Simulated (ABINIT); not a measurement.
Planning a run of ABINIT 10.8.3 on BaH2 (P6_3/mmc). The input:

```
acell 3*1.0 Angstrom
rprim 
  4.462025052349 0.000000000014 0.000000000000
  -2.231012526186 3.864227047650 0.000000000000
  0.000000000000 0.000000000000 6.055292590000
ntypat 2
znucl 56 1
natom 6
typat 1 1 2 2 2 2
xred 
  0.666666666667 0.333333333333 0.750000000000
  0.333333333333 0.666666666667 0.250000000000
  0.333333333333 0.666666666667 0.750000000000
  0.666666666667 0.333333333333 0.250000000000
  0.000000000000 0.000000000000 0.500000000000
  0.000000000000 0.000000000000 0.000000000000
pp_dirpath "pseudos"
pseudos "Ba.upf, H.upf"
ecut 32
ngkpt 6 6 4
nshiftk 1
shiftk 0 0 0.5
chksymbreak 0
ndtset 3
nband 12
occopt 1
istwfk *1
nstep 60
tolwfr1 1e-18
iscf2 -3
rfelfd2 2
kptopt2 2
getwfk2 1
tolwfr2 1e-18
rfelfd3 3
kptopt3 2
getwfk3 1
getddk3 2
tolvrs3 1e-08
rfdir 1 1 1
nqpt2 1
nqpt3 1
qpt 0 0 0
prtwf3 0
prtden 0
optforces1 0
optstress1 0
kptopt1 1
indata_prefix "in"
outdata_prefix "out"
tmpdata_prefix "tmp"
```

```sh
OMP_NUM_THREADS=1 mpirun -n 4 abinit run.abi > log
```

How long will it take on 4 MPI ranks of Arm Neoverse V1, shared host, and how much memory?

It took 3.1 min; on shared hardware allow 94 s to 6.3 min. Peak host memory was 0.67 GiB.

[Paths, hosts, dates, memory and timing lines, banners, echoed tables and standing remarks are left out of the program output.]

[Logs are printed without paths, hosts, clocks, repeated set-up lines and the standing remarks that a program may print on its own settings, such as how far it seeks lower states.]

[Runs of the session that timed out or met a known fault of the program may be left out.]

[Hosts, paths, dates, database ids (printed as entryN), source tags and the programs' standing remarks are cut or masked in the printed files.]

[G0W0 gaps are taken among the corrected bands and points alone; a level outside them can change the order at an edge.]

[Where Ansatz stands beside ABINIT at settings called matched, ABINIT's density can come from a denser mesh and the files from another edition; pairs whose starting gaps differed by over 0.03 eV were left out, so agreement reads better than it is.]
